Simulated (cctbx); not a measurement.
# Ho2CoMo3 with cctbx, script by script

Library: cctbx 2025.11.

## 1. Energy scan

run.py:

```python
from cctbx import adptbx, crystal, miller, xray
from cctbx.array_family import flex
from cctbx.eltbx import sasaki

cs = crystal.symmetry(unit_cell=(5.442, 5.442, 13.254, 90, 90, 120), space_group_symbol='Hall: -R 3 2"')  # R-3m
atoms = [  # label, site, U (iso, or U11 U22 U33 U12 U13 U23 in A^2), occupancy
    ("Ho1", (1/3, 2/3, 0.5415), (0.0062, 0.0062, 0.0031, 0.0031, 0.0000, 0.0000), 1),
    ("Mo1", (0.16667, 1/3, 1/3), (0.0035, 0.0038, 0.0036, 0.0019, -0.0000, -0.0001), 1),
    ("Co1", (1/3, 2/3, 0.16667), (0.0086, 0.0086, 0.0097, 0.0043, 0.0000, 0.0000), 1),
]
xs = xray.structure(crystal_symmetry=cs)
for label, site, u, occ in atoms:
    u = adptbx.u_cif_as_u_star(cs.unit_cell(), u) if isinstance(u, tuple) else u
    xs.add_scatterer(xray.scatterer(label, site=site, u=u, occupancy=occ))
hkl = [(1, 0, 1), (0, 3, 3), (1, 2, 2), (1, 1, 3)]
ms = miller.set(cs, flex.miller_index(hkl + [tuple(-v for v in h) for h in hkl]), anomalous_flag=True)
print("E (eV)    f'(Mo)   f''   " + "".join("%16s" % ("|F|" + " ".join(map(str, h))) for h in hkl))
for e in [19400, 19750, 19880, 19940, 19970, 19985, 19992, 19996, 20004, 20008, 20015, 20030, 20060, 20150, 20400]:
    xs.set_inelastic_form_factors(12398.42 / e, "sasaki")
    t = sasaki.table("Mo").at_ev(e)
    f = flex.abs(ms.structure_factors_from_scatterers(xs, algorithm="direct").f_calc().data())
    n = len(hkl)
    print("%7.0f %7.2f %6.2f  " % (e, t.fp(), t.fdp()) + "".join("%9.1f/%6.1f" % (f[k], f[k + n]) for k in range(n)))
```

```console
$ python run.py
```

```text
E (eV)    f'(Mo)   f''           |F|1 0 1        |F|0 3 3        |F|1 2 2        |F|1 1 3
  19400   -3.07   0.57       80.8/  80.8    302.2/ 302.2     24.3/  24.3    373.2/ 373.2
  19750   -3.86   0.55       83.1/  83.1    299.8/ 299.8     22.0/  22.0    370.8/ 370.8
  19880   -4.56   0.54       85.1/  85.1    297.8/ 297.8     19.9/  19.9    368.8/ 368.8
  19940   -5.23   0.54       87.1/  87.1    295.8/ 295.8     18.0/  18.0    366.8/ 366.8
  19970   -5.90   0.54       89.1/  89.1    293.8/ 293.8     16.0/  16.0    364.8/ 364.8
  19985   -6.57   0.54       91.0/  91.0    291.9/ 291.9     14.0/  14.0    362.8/ 362.8
  19992   -7.17   0.54       92.8/  92.8    290.2/ 290.2     12.3/  12.3    361.0/ 361.0
  19996   -7.82   0.54       94.8/  94.8    288.3/ 288.3     10.4/  10.4    359.1/ 359.1
  20004   -8.16   3.69       95.1/  95.1    288.0/ 288.0     12.8/  12.8    358.7/ 358.7
  20008   -7.36   3.69       92.7/  92.7    290.3/ 290.3     14.6/  14.6    361.1/ 361.1
  20015   -6.66   3.69       90.6/  90.6    292.4/ 292.4     16.3/  16.3    363.1/ 363.1
  20030   -5.93   3.69       88.4/  88.4    294.5/ 294.5     18.1/  18.1    365.3/ 365.3
  20060   -5.21   3.68       86.2/  86.2    296.6/ 296.6     20.0/  20.0    367.4/ 367.4
  20150   -4.25   3.64       83.4/  83.4    299.3/ 299.3     22.5/  22.5    370.2/ 370.2
  20400   -3.21   3.56       80.2/  80.2    302.2/ 302.2     25.3/  25.3    373.2/ 373.2
```

It took 0.42 s on 1 thread of Arm Neoverse N1, with other jobs on the host, peak memory 0.07 GiB.

[Logs are printed without paths, hosts, clocks, repeated set-up lines and the standing remarks that a program may print on its own settings, such as how far it seeks lower states.]
